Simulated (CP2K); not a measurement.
Two runs for the C K edge of ethynylcyclopropane. Run A: CP2K XAS_TDP, all-electron GAPW, PBEh(45%), aug-cc-pVDZ, TDA, no relativity. Run B differs in one setting.

First lines with a strength over 0.0015. A:

```
                               atom  energy (eV)  states  strength, one atom
             C1 (bonded to C and H)       281.94       1              0.0474
                                          282.22       1              0.0445
                                          284.10       1              0.0046
                                          284.70       1              0.0049
                                          284.99       1              0.0024
                 C2 (bonded to 2 C)       282.22       1              0.0499
                                          282.35       1              0.0513
                                          285.73       1              0.0028
                                          287.65       1              0.0025
                                          287.68       1              0.0030
           C3 (bonded to 3 C and H)       284.59       1              0.0106
                                          284.84       1              0.0139
                                          285.70       1              0.0050
                                          285.95       1              0.0023
                                          286.84       1              0.0251
C4 (bonded to 2 C and 2 H), 2 alike       284.23       1              0.0093
                                          284.36       1              0.0332
                                          284.68       1              0.0134
                                          285.35       1              0.0033
                                          285.82       1              0.0032
```

B:

```
                               atom  energy (eV)  states  strength, one atom
             C1 (bonded to C and H)       276.37       1              0.0344
                                          276.58       1              0.0325
                                          277.87       1              0.0031
                                          278.01       1              0.0016
                                          278.40       1              0.0029
                 C2 (bonded to 2 C)       276.68       1              0.0370
                                          276.83       1              0.0387
                                          277.82       1              0.0016
                                          278.80       1              0.0019
                                          280.69       1              0.0025
           C3 (bonded to 3 C and H)       278.09       1              0.0049
                                          278.45       1              0.0045
                                          278.93       1              0.0022
                                          280.43       1              0.0027
                                          280.49       1              0.0137
C4 (bonded to 2 C and 2 H), 2 alike       277.68       1              0.0031
                                          278.12       1              0.0168
                                          278.16       1              0.0060
                                          278.52       1              0.0016
                                          278.82       1              0.0020
```

Question: Which was it: the basis, GW2X switched on, the functional, scalar relativity switched on?

The functional (functional from PBEh(45%) to PBE0; the lines alone don't name the new value). A functional moves all lines by electronvolts and changes their spacings and strengths. Against PBEh(45%) in aug-cc-pVDZ, the leading lines move by -5.57 eV (C1, to 276.37), -5.54 eV (C2, to 276.68), -6.50 eV (C3, to 278.09) and -6.24 eV (C4, to 278.12); the strength of C1's goes from 0.0474 to 0.0344. The next line of C1 over the strength cut lies 0.21 eV higher, against 0.28.

[Banner, clock and machine lines of the logs are left out without a mark of their own.]

[Logs are printed without paths, hosts, clocks, repeated set-up lines and the standing remarks that a program may print on its own settings, such as how far it seeks lower states.]

[Hosts, paths, dates, database ids (printed as entryN), source tags and the programs' standing remarks are cut or masked in the printed files.]
